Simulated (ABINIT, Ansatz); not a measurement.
# TlBiSe3 (Pm-3m): zone-centre phonons, part 3 of 4

Which modes does TlBiSe3 (Pm-3m) have at the zone centre?

ABINIT 10.8.3; DFT LDA, scalar-relativistic, plane waves, HGH norm-conserving pseudopotentials.

So far. Step 3 (Self-consistent run for the response): The cell stands at -0.79 GPa: the relaxation ran with a smoothed and higher cutoff, and the difference is a stress of the finite basis. Step 4 (Zone-centre response): The acoustic modes at Γ come out as far as 1.7 cm⁻¹ from zero, where they should vanish, a small numerical error. The lowest optical mode is imaginary, 82i cm⁻¹, an instability at this level and on this k mesh. The relaxed cell has a = 5.395 Å (conventional setting).

The structure was built from a prototype and need not be the compound's stable phase.

## (5) Zone-centre analysis

anaddb reads the merged derivatives and imposes the acoustic sum rule.

Input file anaddb.abi:

```
ddb_filepath "gamma_DDB"
output_file "anaddb.abo"
outdata_prefix "anaddb"
asr 1
chneut 1
enunit 2
eivec 1
nph1l 1
qph1l 0.0 0.0 0.0 1.0
```

Input file mrgddb.in:

```
gamma_DDB
merged
2
dfpt_gammao_DDB
gso_DDB
```

Run with:

```
$ mrgddb < mrgddb.in > mrgddb.log
$ OMP_NUM_THREADS=1 anaddb anaddb.abi > anaddb.log
```

anaddb.abo, the main output file:

```text
-outvars_anaddb: echo values of input variables ----------------------

 Miscellaneous information :
      enunit         2
       eivec         1
         asr         1
 First list of wavevector (reduced coord.) :
       nph1l         1
       qph1l
                     0.00000000E+00  0.00000000E+00  0.00000000E+00    1.000E+00

================================================================================

 read the DDB information and perform some checks

  ==== Info on the Cryst% object ====
 Real(R)+Recip(G) space primitive vectors, cartesian coordinates (Bohr,Bohr^-1):
 R(1)= 10.1950906  0.0000000  0.0000000  G(1)=  0.0980864  0.0000000  0.0000000
 R(2)=  0.0000000 10.1950906  0.0000000  G(2)=  0.0000000  0.0980864  0.0000000
 R(3)=  0.0000000  0.0000000 10.1950906  G(3)=  0.0000000  0.0000000  0.0980864
 Unit cell volume ucvol=  1.0596764E+03 bohr^3
 Angles (23,13,12)=  9.00000000E+01  9.00000000E+01  9.00000000E+01 degrees
 Time-reversal symmetry is present
 Reduced atomic positions [iatom, xred, symbol]:
    1)    0.0000000  0.0000000  0.0000000  Tl
    2)    0.5000000  0.5000000  0.5000000  Bi
    3)    0.5000000  0.5000000  0.0000000  Se
    4)    0.5000000  0.0000000  0.5000000  Se
    5)    0.0000000  0.5000000  0.5000000  Se

 DDB file with 3 blocks has been read.

================================================================================

 Treat the first list of vectors

  Phonon wavevector (reduced coordinates) :  0.00000  0.00000  0.00000
 Phonon energies in Hartree :
  -3.751026E-04 -3.751026E-04 -3.751026E-04 -3.194787E-04 -3.194787E-04
  -3.194787E-04 -1.343563E-04 -1.343563E-04 -1.343563E-04  0.000000E+00
   0.000000E+00  0.000000E+00  6.844472E-04  6.844472E-04  6.844472E-04
 Phonon energies in meV     :
- -1.020706E+01 -1.020706E+01 -1.020706E+01 -8.693459E+00 -8.693459E+00
- -8.693459E+00 -3.656021E+00 -3.656021E+00 -3.656021E+00  0.000000E+00
-  0.000000E+00  0.000000E+00  1.862476E+01  1.862476E+01  1.862476E+01
 Phonon frequencies in cm-1    :
- -8.232552E+01 -8.232552E+01 -8.232552E+01 -7.011748E+01 -7.011748E+01
- -7.011748E+01 -2.948780E+01 -2.948780E+01 -2.948780E+01  0.000000E+00
-  0.000000E+00  0.000000E+00  1.502188E+02  1.502188E+02  1.502188E+02
 Phonon frequencies in Thz     :
- -2.468057E+00 -2.468057E+00 -2.468057E+00 -2.102069E+00 -2.102069E+00
- -2.102069E+00 -8.840220E-01 -8.840220E-01 -8.840220E-01  0.000000E+00
-  0.000000E+00  0.000000E+00  4.503446E+00  4.503446E+00  4.503446E+00
 Phonon energies in Kelvin  :
- -1.184480E+02 -1.184480E+02 -1.184480E+02 -1.008834E+02 -1.008834E+02
- -1.008834E+02 -4.242637E+01 -4.242637E+01 -4.242637E+01  0.000000E+00
-  0.000000E+00  0.000000E+00  2.161313E+02  2.161313E+02  2.161313E+02

 Eigendisplacements
 (will be given, for each mode : in cartesian coordinates
   for each atom the real part of the displacement vector,
   then the imaginary part of the displacement vector - absolute values smaller than 1.0d-7 are set to zero)
  Mode number    1   Energy   -3.751026E-04
 Attention : low frequency mode.
   (Could be unstable or acoustic mode)
-  1  0.00000000E+00  0.00000000E+00  3.52373586E-04
-     0.00000000E+00  0.00000000E+00  0.00000000E+00
-  2  0.00000000E+00  0.00000000E+00  7.19932884E-04
-     0.00000000E+00  0.00000000E+00  0.00000000E+00
-  3  0.00000000E+00  0.00000000E+00  3.79466043E-04
-     0.00000000E+00  0.00000000E+00  0.00000000E+00
-  4  0.00000000E+00  0.00000000E+00 -1.59849930E-03
-     0.00000000E+00  0.00000000E+00  0.00000000E+00
-  5  0.00000000E+00  0.00000000E+00 -1.59849930E-03
-     0.00000000E+00  0.00000000E+00  0.00000000E+00
  Mode number    2   Energy   -3.751026E-04
 Attention : low frequency mode.
   (Could be unstable or acoustic mode)
-  1  0.00000000E+00  3.52373586E-04  0.00000000E+00
-     0.00000000E+00  0.00000000E+00  0.00000000E+00
-  2  0.00000000E+00  7.19932884E-04  0.00000000E+00
-     0.00000000E+00  0.00000000E+00  0.00000000E+00
-  3  0.00000000E+00 -1.59849930E-03  0.00000000E+00
-     0.00000000E+00  0.00000000E+00  0.00000000E+00
-  4  0.00000000E+00  3.79466043E-04  0.00000000E+00
-     0.00000000E+00  0.00000000E+00  0.00000000E+00
-  5  0.00000000E+00 -1.59849930E-03  0.00000000E+00
-     0.00000000E+00  0.00000000E+00  0.00000000E+00
  Mode number    3   Energy   -3.751026E-04
 Attention : low frequency mode.
   (Could be unstable or acoustic mode)
-  1  3.52373586E-04  0.00000000E+00  0.00000000E+00
-     0.00000000E+00  0.00000000E+00  0.00000000E+00
-  2  7.19932884E-04  0.00000000E+00  0.00000000E+00
-     0.00000000E+00  0.00000000E+00  0.00000000E+00
-  3 -1.59849930E-03  0.00000000E+00  0.00000000E+00
-     0.00000000E+00  0.00000000E+00  0.00000000E+00
-  4 -1.59849930E-03  0.00000000E+00  0.00000000E+00
-     0.00000000E+00  0.00000000E+00  0.00000000E+00
-  5  3.79466043E-04  0.00000000E+00  0.00000000E+00
-     0.00000000E+00  0.00000000E+00  0.00000000E+00
  Mode number    4   Energy   -3.194787E-04
 Attention : low frequency mode.
   (Could be unstable or acoustic mode)
-  1  0.00000000E+00  0.00000000E+00  0.00000000E+00
-     0.00000000E+00  0.00000000E+00  0.00000000E+00
-  2  0.00000000E+00  0.00000000E+00  0.00000000E+00
-     0.00000000E+00  0.00000000E+00  0.00000000E+00
-  3  0.00000000E+00  0.00000000E+00  0.00000000E+00
-     0.00000000E+00  0.00000000E+00  0.00000000E+00
-  4  0.00000000E+00  0.00000000E+00  1.86380890E-03
-     0.00000000E+00  0.00000000E+00  0.00000000E+00
-  5  0.00000000E+00  0.00000000E+00 -1.86380890E-03
-     0.00000000E+00  0.00000000E+00  0.00000000E+00
  Mode number    5   Energy   -3.194787E-04
 Attention : low frequency mode.
   (Could be unstable or acoustic mode)
-  1  0.00000000E+00  0.00000000E+00  0.00000000E+00
-     0.00000000E+00  0.00000000E+00  0.00000000E+00
-  2  0.00000000E+00  0.00000000E+00  0.00000000E+00
-     0.00000000E+00  0.00000000E+00  0.00000000E+00
-  3  0.00000000E+00 -1.86380890E-03  0.00000000E+00
-     0.00000000E+00  0.00000000E+00  0.00000000E+00
-  4  0.00000000E+00  0.00000000E+00  0.00000000E+00
-     0.00000000E+00  0.00000000E+00  0.00000000E+00
-  5  0.00000000E+00  1.86380890E-03  0.00000000E+00
-     0.00000000E+00  0.00000000E+00  0.00000000E+00
  Mode number    6   Energy   -3.194787E-04
 Attention : low frequency mode.
   (Could be unstable or acoustic mode)
-  1  0.00000000E+00  0.00000000E+00  0.00000000E+00
-     0.00000000E+00  0.00000000E+00  0.00000000E+00
-  2  0.00000000E+00  0.00000000E+00  0.00000000E+00
-     0.00000000E+00  0.00000000E+00  0.00000000E+00
-  3  1.86380890E-03  0.00000000E+00  0.00000000E+00
-     0.00000000E+00  0.00000000E+00  0.00000000E+00
-  4 -1.86380890E-03  0.00000000E+00  0.00000000E+00
-     0.00000000E+00  0.00000000E+00  0.00000000E+00
-  5  0.00000000E+00  0.00000000E+00  0.00000000E+00
-     0.00000000E+00  0.00000000E+00  0.00000000E+00
  Mode number    7   Energy   -1.343563E-04
 Attention : low frequency mode.
   (Could be unstable or acoustic mode)
-  1  0.00000000E+00  0.00000000E+00  1.30980596E-03
-     0.00000000E+00  0.00000000E+00  0.00000000E+00
-  2  0.00000000E+00  0.00000000E+00 -8.52241294E-04
-     0.00000000E+00  0.00000000E+00  0.00000000E+00
-  3  0.00000000E+00  0.00000000E+00 -7.00051325E-04
-     0.00000000E+00  0.00000000E+00  0.00000000E+00
-  4  0.00000000E+00  0.00000000E+00 -2.17344572E-04
-     0.00000000E+00  0.00000000E+00  0.00000000E+00
-  5  0.00000000E+00  0.00000000E+00 -2.17344572E-04
-     0.00000000E+00  0.00000000E+00  0.00000000E+00
  Mode number    8   Energy   -1.343563E-04
 Attention : low frequency mode.
   (Could be unstable or acoustic mode)
-  1  0.00000000E+00  1.30980596E-03  0.00000000E+00
-     0.00000000E+00  0.00000000E+00  0.00000000E+00
-  2  0.00000000E+00 -8.52241294E-04  0.00000000E+00
-     0.00000000E+00  0.00000000E+00  0.00000000E+00
-  3  0.00000000E+00 -2.17344572E-04  0.00000000E+00
-     0.00000000E+00  0.00000000E+00  0.00000000E+00
-  4  0.00000000E+00 -7.00051325E-04  0.00000000E+00
-     0.00000000E+00  0.00000000E+00  0.00000000E+00
-  5  0.00000000E+00 -2.17344572E-04  0.00000000E+00
-     0.00000000E+00  0.00000000E+00  0.00000000E+00
  Mode number    9   Energy   -1.343563E-04
 Attention : low frequency mode.
   (Could be unstable or acoustic mode)
-  1  1.30980596E-03  0.00000000E+00  0.00000000E+00
-     0.00000000E+00  0.00000000E+00  0.00000000E+00
-  2 -8.52241294E-04  0.00000000E+00  0.00000000E+00
-     0.00000000E+00  0.00000000E+00  0.00000000E+00
-  3 -2.17344572E-04  0.00000000E+00  0.00000000E+00
-     0.00000000E+00  0.00000000E+00  0.00000000E+00
-  4 -2.17344572E-04  0.00000000E+00  0.00000000E+00
-     0.00000000E+00  0.00000000E+00  0.00000000E+00
-  5 -7.00051325E-04  0.00000000E+00  0.00000000E+00
-     0.00000000E+00  0.00000000E+00  0.00000000E+00
  Mode number   10   Energy    0.000000E+00
 Attention : low frequency mode.
   (Could be unstable or acoustic mode)
-  1  0.00000000E+00  0.00000000E+00  9.18502864E-04
-     0.00000000E+00  0.00000000E+00  0.00000000E+00
-  2  0.00000000E+00  0.00000000E+00  9.18509550E-04
-     0.00000000E+00  0.00000000E+00  0.00000000E+00
-  3  0.00000000E+00  0.00000000E+00  9.18508749E-04
-     0.00000000E+00  0.00000000E+00  0.00000000E+00
-  4  0.00000000E+00  0.00000000E+00  9.18502984E-04
-     0.00000000E+00  0.00000000E+00  0.00000000E+00
-  5  0.00000000E+00  0.00000000E+00  9.18502984E-04
-     0.00000000E+00  0.00000000E+00  0.00000000E+00
  Mode number   11   Energy    0.000000E+00
 Attention : low frequency mode.
   (Could be unstable or acoustic mode)
-  1  0.00000000E+00 -9.18502864E-04  0.00000000E+00
-     0.00000000E+00  0.00000000E+00  0.00000000E+00
-  2  0.00000000E+00 -9.18509550E-04  0.00000000E+00
-     0.00000000E+00  0.00000000E+00  0.00000000E+00
-  3  0.00000000E+00 -9.18502984E-04  0.00000000E+00
-     0.00000000E+00  0.00000000E+00  0.00000000E+00
-  4  0.00000000E+00 -9.18508749E-04  0.00000000E+00
-     0.00000000E+00  0.00000000E+00  0.00000000E+00
-  5  0.00000000E+00 -9.18502984E-04  0.00000000E+00
-     0.00000000E+00  0.00000000E+00  0.00000000E+00
  Mode number   12   Energy    0.000000E+00
 Attention : low frequency mode.
   (Could be unstable or acoustic mode)
-  1  9.18502864E-04  0.00000000E+00  0.00000000E+00
-     0.00000000E+00  0.00000000E+00  0.00000000E+00
-  2  9.18509550E-04  0.00000000E+00  0.00000000E+00
-     0.00000000E+00  0.00000000E+00  0.00000000E+00
-  3  9.18502984E-04  0.00000000E+00  0.00000000E+00
-     0.00000000E+00  0.00000000E+00  0.00000000E+00
-  4  9.18502984E-04  0.00000000E+00  0.00000000E+00
-     0.00000000E+00  0.00000000E+00  0.00000000E+00
-  5  9.18508749E-04  0.00000000E+00  0.00000000E+00
-     0.00000000E+00  0.00000000E+00  0.00000000E+00
  Mode number   13   Energy    6.844472E-04
-  1  0.00000000E+00  0.00000000E+00  2.58406537E-05
-     0.00000000E+00  0.00000000E+00  0.00000000E+00
-  2  0.00000000E+00  0.00000000E+00  7.32633900E-04
-     0.00000000E+00  0.00000000E+00  0.00000000E+00
-  3  0.00000000E+00  0.00000000E+00 -2.33876946E-03
-     0.00000000E+00  0.00000000E+00  0.00000000E+00
-  4  0.00000000E+00  0.00000000E+00  1.66424774E-04
-     0.00000000E+00  0.00000000E+00  0.00000000E+00
-  5  0.00000000E+00  0.00000000E+00  1.66424774E-04
-     0.00000000E+00  0.00000000E+00  0.00000000E+00
  Mode number   14   Energy    6.844472E-04
-  1  0.00000000E+00 -2.58406537E-05  0.00000000E+00
-     0.00000000E+00  0.00000000E+00  0.00000000E+00
-  2  0.00000000E+00 -7.32633900E-04  0.00000000E+00
-     0.00000000E+00  0.00000000E+00  0.00000000E+00
-  3  0.00000000E+00 -1.66424774E-04  0.00000000E+00
-     0.00000000E+00  0.00000000E+00  0.00000000E+00
-  4  0.00000000E+00  2.33876946E-03  0.00000000E+00
-     0.00000000E+00  0.00000000E+00  0.00000000E+00
-  5  0.00000000E+00 -1.66424774E-04  0.00000000E+00
-     0.00000000E+00  0.00000000E+00  0.00000000E+00
  Mode number   15   Energy    6.844472E-04
-  1  2.58406537E-05  0.00000000E+00  0.00000000E+00
-     0.00000000E+00  0.00000000E+00  0.00000000E+00
-  2  7.32633900E-04  0.00000000E+00  0.00000000E+00
-     0.00000000E+00  0.00000000E+00  0.00000000E+00
-  3  1.66424774E-04  0.00000000E+00  0.00000000E+00
-     0.00000000E+00  0.00000000E+00  0.00000000E+00
-  4  1.66424774E-04  0.00000000E+00  0.00000000E+00
-     0.00000000E+00  0.00000000E+00  0.00000000E+00
-  5 -2.33876946E-03  0.00000000E+00  0.00000000E+00
-     0.00000000E+00  0.00000000E+00  0.00000000E+00

 Analysis of degeneracies and characters (maximum tolerance=1.00E-06 a.u.)
 For each vibration mode, or group of modes if degenerate,
 the characters are given for each symmetry operation (see the list in the log file).
 Symmetry characters of vibration mode #   1
       degenerate with vibration modes #   2 to    3
  3.0 -3.0 -1.0  1.0 -1.0  1.0 -1.0  1.0  1.0 -1.0 -1.0  1.0  1.0 -1.0 -1.0  1.0
 -0.0  0.0 -0.0  0.0  0.0 -0.0  0.0 -0.0  1.0 -1.0 -1.0  1.0 -1.0  1.0  1.0 -1.0
 -0.0  0.0  0.0 -0.0  0.0 -0.0 -0.0  0.0  1.0 -1.0  1.0 -1.0 -1.0  1.0 -1.0  1.0
 Symmetry characters of vibration mode #   4
       degenerate with vibration modes #   5 to    6
  3.0 -3.0 -1.0  1.0 -1.0  1.0 -1.0  1.0 -1.0  1.0  1.0 -1.0 -1.0  1.0  1.0 -1.0
  0.0 -0.0  0.0 -0.0 -0.0  0.0 -0.0  0.0 -1.0  1.0  1.0 -1.0  1.0 -1.0 -1.0  1.0
  0.0 -0.0 -0.0  0.0 -0.0  0.0  0.0 -0.0 -1.0  1.0 -1.0  1.0  1.0 -1.0  1.0 -1.0
 Symmetry characters of vibration mode #   7
       degenerate with vibration modes #   8 to    9
  3.0 -3.0 -1.0  1.0 -1.0  1.0 -1.0  1.0  1.0 -1.0 -1.0  1.0  1.0 -1.0 -1.0  1.0
  0.0 -0.0  0.0 -0.0 -0.0  0.0 -0.0  0.0  1.0 -1.0 -1.0  1.0 -1.0  1.0  1.0 -1.0
  0.0 -0.0 -0.0  0.0 -0.0  0.0  0.0 -0.0  1.0 -1.0  1.0 -1.0 -1.0  1.0 -1.0  1.0
 Symmetry characters of vibration mode #  10
       degenerate with vibration modes #  11 to   12
  3.0 -3.0 -1.0  1.0 -1.0  1.0 -1.0  1.0  1.0 -1.0 -1.0  1.0  1.0 -1.0 -1.0  1.0
  0.0 -0.0  0.0 -0.0 -0.0  0.0 -0.0  0.0  1.0 -1.0 -1.0  1.0 -1.0  1.0  1.0 -1.0
  0.0 -0.0 -0.0  0.0 -0.0  0.0  0.0 -0.0  1.0 -1.0  1.0 -1.0 -1.0  1.0 -1.0  1.0
 Symmetry characters of vibration mode #  13
       degenerate with vibration modes #  14 to   15
  3.0 -3.0 -1.0  1.0 -1.0  1.0 -1.0  1.0  1.0 -1.0 -1.0  1.0  1.0 -1.0 -1.0  1.0
 -0.0  0.0 -0.0  0.0  0.0 -0.0  0.0 -0.0  1.0 -1.0 -1.0  1.0 -1.0  1.0  1.0 -1.0
 -0.0  0.0  0.0 -0.0  0.0 -0.0 -0.0  0.0  1.0 -1.0  1.0 -1.0 -1.0  1.0 -1.0  1.0
-
```

Run time: 0.75 s. Hardware: 1 thread of Intel Xeon at 2.70GHz, shared host.

This step gave:

| Quantity | Value |
| --- | --- |
| lowest optical zone-centre mode | -82.33 cm⁻¹ |

No LO-TO term; unit eigenvectors of the mass-weighted matrix, from anaddb's displacements. The modes at Γ (shares of kinetic energy by element, %) (negative means imaginary):

```
mode  frequency (cm⁻¹)  symmetry  Tl %  Bi %  Se %
   1             -82.3       T1u     5    20    76
   2             -82.3       T1u     5    20    76
   3             -82.3       T1u     5    20    76
   4             -70.1       T2u     0     0   100
   5             -70.1       T2u     0     0   100
   6             -70.1       T2u     0     0   100
   7             -29.5       T1u    64    28     8
   8             -29.5       T1u    64    28     8
   9             -29.5       T1u    64    28     8
  10               0.0  acoustic    31    32    36
  11               0.0  acoustic    31    32    36
  12               0.0  acoustic    31    32    36
  13             150.2       T1u     0    20    80
  14             150.2       T1u     0    20    80
  15             150.2       T1u     0    20    80
```

Displacements in mode 1 (-82.3 cm⁻¹), the largest set to 1:
```
Tl1  0.00  0.00  0.22
Bi2  0.00  0.00  0.45
Se3  0.00  0.00  0.24
Se4  0.00  0.00 -1.00
Se5  0.00  0.00 -1.00
```

Displacements in mode 13 (150.2 cm⁻¹), the largest set to 1:
```
Tl1  0.00  0.00  0.01
Bi2  0.00  0.00  0.31
Se3  0.00  0.00 -1.00
Se4  0.00  0.00  0.07
Se5  0.00  0.00  0.07
```

The rule moves no optical mode by more than 0.2 cm⁻¹.

(Part 3 of 4 ends here.)

[Host names and launcher messages were left out of these logs when they were recorded.]

[Logs are printed without paths, hosts, clocks, repeated set-up lines and the standing remarks that a program may print on its own settings, such as how far it seeks lower states.]

[Hosts, paths, dates, database ids (printed as entryN), source tags and the programs' standing remarks are cut or masked in the printed files.]
